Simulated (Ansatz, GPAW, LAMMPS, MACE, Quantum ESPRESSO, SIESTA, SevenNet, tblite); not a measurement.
# Which run comes nearest? Rapidly quenched Si24Mg76 (at. %) (110 atoms)

Density of this cell: 1.86 g/cm³. The cell holds 110 atoms: 26 Si and 84 Mg. Its edges and angles: a = 13.533 Å, b = 13.533 Å, c = 13.533 Å, α = 90.0°, β = 90.0°, γ = 90.0°. 110 atoms (26 Si, 84 Mg) placed at random at 1.75 g/cm³, melted at 2000 K for 10 ps at fixed volume with the MEAM Al-Si-Mg-Cu-Fe potential (Jelinek et al., Phys. Rev. B 85, 245102 (2012)). Quenched from 2000 K to 300 K at 5 K/ps and zero pressure, held 5 ps.

Geometry: as built.

The reference, a calculation:

| Item | Value |
| --- | --- |
| method | Kohn-Sham DFT, PBE, PAW, plane waves (Ansatz 0.2.0); cutoff 420 eV, Γ point, fermi-dirac smearing of 0.05 eV; PAW set soft_2 |
| r.m.s. force component | 0.3333 eV/Å |
| longest force | 1.45 eV/Å |
| pressure | -1.248 GPa |
| SCF cycles | 9 |
| time | 49 s on 4 threads of Arm Neoverse V2, shared host |
| CPU time | 3.1 min |

**Question.** The same geometry is run in other programs. How far does each lie from the reference, and what does it cost?
- GPAW PBE, LCAO dzp, h 0.2 Å (GPAW 26.7.0; 2 MPI ranks)
- SevenNet l3i5 potential (SevenNet l3i5; 1 thread)
- GPAW revPBE, LCAO dzp, h 0.2 Å (GPAW 26.7.0; 2 MPI ranks)
- QE PBE, sssp-1.3.0-efficiency, 45/360 Ry (Quantum ESPRESSO 7.5; 1 thread)
- SIESTA PBE, SZP, shift 0.01 Ry, mesh 500 Ry (SIESTA 5.4.2; 2 MPI ranks)
- SIESTA PBE, TZP, shift 0.01 Ry, mesh 500 Ry (SIESTA 5.4.2; 4 MPI ranks)
- SIESTA PBE, DZP, shift 0.01 Ry, mesh 100 Ry (SIESTA 5.4.2; 2 MPI ranks)
- MACE MP-0b3 medium potential (MACE MP-0b3 medium; 1 thread)
- MACE MP-0b2 small potential (MACE MP-0b2 small; 1 thread)
- GPAW PBE, LCAO dzp, h 0.22 Å (GPAW 26.7.0; 1 thread)

Differences are against the plane-wave reference, forces as r.m.s. over components; share is that over the reference's r.m.s. force, slope the least-squares factor from reference forces to these. Total energies of different programs have different zeros and aren't compared.

```csv
run,"Δ force, r.m.s. (meV/Å)",share (%),slope,Δ pressure (GPa),cores,CPU time,memory (GiB)
reference,-,-,-,-,4,3.1 min,3.6
"GPAW PBE, LCAO dzp, h 0.2 Å",35.3,10.6,1.048,-,2,19 min,3.7
SevenNet l3i5 potential,102,30.7,0.860,-0.380,1,8.2 s,1.2
"GPAW revPBE, LCAO dzp, h 0.2 Å",51.3,15.4,1.091,-,2,20 min,3.7
"QE PBE, sssp-1.3.0-efficiency, 45/360 Ry",2.67,0.8,0.998,-0.127,1,16 min,5.5
"SIESTA PBE, SZP, shift 0.01 Ry, mesh 500 Ry (coarse)",129,38.7,1.244,1.48,2,9 min,3
"SIESTA PBE, TZP, shift 0.01 Ry, mesh 500 Ry",109,32.8,1.232,0.637,4,13 min,3.9
"SIESTA PBE, DZP, shift 0.01 Ry, mesh 100 Ry (coarse)",191,57.4,1.259,1.80,2,1.7 min,0.71
MACE MP-0b3 medium potential,108,32.3,0.802,-0.196,1,7 s,1.0
MACE MP-0b2 small potential,110,33.0,0.808,-0.0512,1,5.9 s,0.66
"GPAW PBE, LCAO dzp, h 0.22 Å (coarse)",35.3,10.6,1.048,-,1,14 min,2.1
```

Rows marked coarse were listed beforehand as settings not expected to be converged; some can still land near the reference.

Times of the machine-learned potentials are mostly Python's start and the loading of weights.

CPU time is summed over cores on a shared host, where runs went side by side, so it is rough. Symmetry, cutoffs, thresholds, outputs and thread counts weren't matched or tuned between programs; memory under MPI is the largest rank's times the ranks.

PBE on plane waves or a grid with other potentials, cutoffs or grids, coarse settings apart, differs from the reference by 0.8 % (QE PBE, sssp-1.3.0-efficiency, 45/360 Ry) of the r.m.s. force; this holds the reference's own error, so differences of a few per cent don't tell which side is nearer the exact PBE result (QE's 45 Ry are 612 eV, against the reference's 420 eV). The PBE runs in local orbitals, coarse settings apart, differ by 11 % (GPAW PBE, LCAO dzp, h 0.2 Å) to 33 % (SIESTA PBE, TZP, shift 0.01 Ry, mesh 500 Ry); basis, grid and potentials can all enter. Machine-learned potentials differ by 31 % (SevenNet l3i5 potential) to 33 % (MACE MP-0b2 small potential); they were trained on other programs' data. Among those trained on PBE data the slope goes as low as 0.80. Rows with another functional or a dispersion term differ by 15 % (GPAW revPBE, LCAO dzp, h 0.2 Å), which mixes the change of model with differences of basis and potentials. Machine-learned potentials mimic data converged in k, so the reference's own k-point error enters their differences. The network of bonds at the start is that of the classical potential that made the cell, and needn't be the one that DFT or experiment would give. The electronic-structure runs sample only Γ, in a cell whose shortest periodic width is 14 Å, which is coarse for a cell with partly filled levels.

[Logs are printed without paths, hosts, clocks, repeated set-up lines and the standing remarks that a program may print on its own settings, such as how far it seeks lower states.]

[Hosts, paths, dates, database ids (printed as entryN), source tags and the programs' standing remarks are cut or masked in the printed files.]
